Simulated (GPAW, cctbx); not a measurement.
## By hand: from a DFT structure factor to an extinction distance in SrCr2AgAu

SrCr2AgAu, P4/nmm (no. 129, origin choice 1), a = 4.6853 Å, b = 4.6853 Å, c = 10.9112 Å, α = 90.00°, β = 90.00°, γ = 90.00°.

| atom | mult. | x | y | z |
| --- | --- | --- | --- | --- |
| Au1 | 2 | 0 | 0 | 0 |
| Ag1 | 2 | 0 | 1/2 | 0.3656 |
| Sr1 | 2 | 1/2 | 0 | 0.2412 |
| Cr1 | 2 | 1/2 | 1/2 | 1/2 |
| Cr2 | 2 | 1/2 | 0 | 0.8797 |

The start was made by putting kin elements into a known structure type; the compound need not exist, or be stable, in this form.

A DFT run (GPAW, PBE, 450 eV, 5×5×2 k-points (along the axes of the calculation cell), Fermi–Dirac width 0.1 eV, spin-polarised) gives the static X-ray structure factor of 002 as 118.025 e for the conventional cell; superposed free atoms give 118.109 e. **Problem.** Find the Fourier component V of the crystal potential and the two-beam extinction distance at 200 kV in both cases.

**1. Geometry**

The cell volume is Ω = 239.53 Å³ and d(002) = 5.4556 Å, so g = 1/d = 0.1833 Å⁻¹.

**2. The nuclei**

Electrons feel nuclei as well as electrons, so the nuclear charges are summed with the same phases.

Phase sums Σ exp(2πi h·x), turned so that the total is real and positive: Au +2.000, Ag -0.236, Sr -1.988, Cr +2.119. Then F_Z = 79 × (+2.000) + 47 × (-0.236) + 38 × (-1.988) + 24 × (+2.119) = 122.22 e. The electron term has the same sign for this reflection.

**3. Mott–Bethe**

Poisson's equation, term by term, gives V = (e/4πε₀)(F_Z − F)/(πΩg²), with e/4πε₀ = 14.3996 V Å.

The prefactor is 14.3996 × 5.4556²/(π × 239.53) = 0.56955 V per electron. Free atoms: (122.22 − 118.109) × 0.56955 = 2.341 V. Crystal: (122.22 − 118.025) × 0.56955 = 2.389 V. F changes by -0.07 % and V by +2.0 %: the same 0.08 e is measured against F_Z − F = 4.1 e in place of F = 118.1 e.

**4. Extinction distance**

In the two-beam case ξ = 1/(λU) with U = 2γm₀eV/h², that is ξ = 150.41 V Å²/(γλV).

At 200 kV, λ = 0.02508 Å and γ = 1.3914. Free atoms: ξ = 1841 Å. Crystal: ξ = 1805 Å. The thickness fringes go as sin²(πt/ξ), so the two patterns slip by a quarter of a period when t|1/ξ₁ − 1/ξ₀| = 1/4, at t ≈ 2252 nm, thicker than usual samples. Thermal motion, absorption and many-beam coupling, left out here, change a real pattern.

**5. Answer**

V(002) is 2.39 V against 2.34 V, and ξ is 1805 against 1841 Å. Limits: static atoms, two beams; a ferromagnetic start is the only order tried, and the real ground state may be antiferromagnetic or insulating.
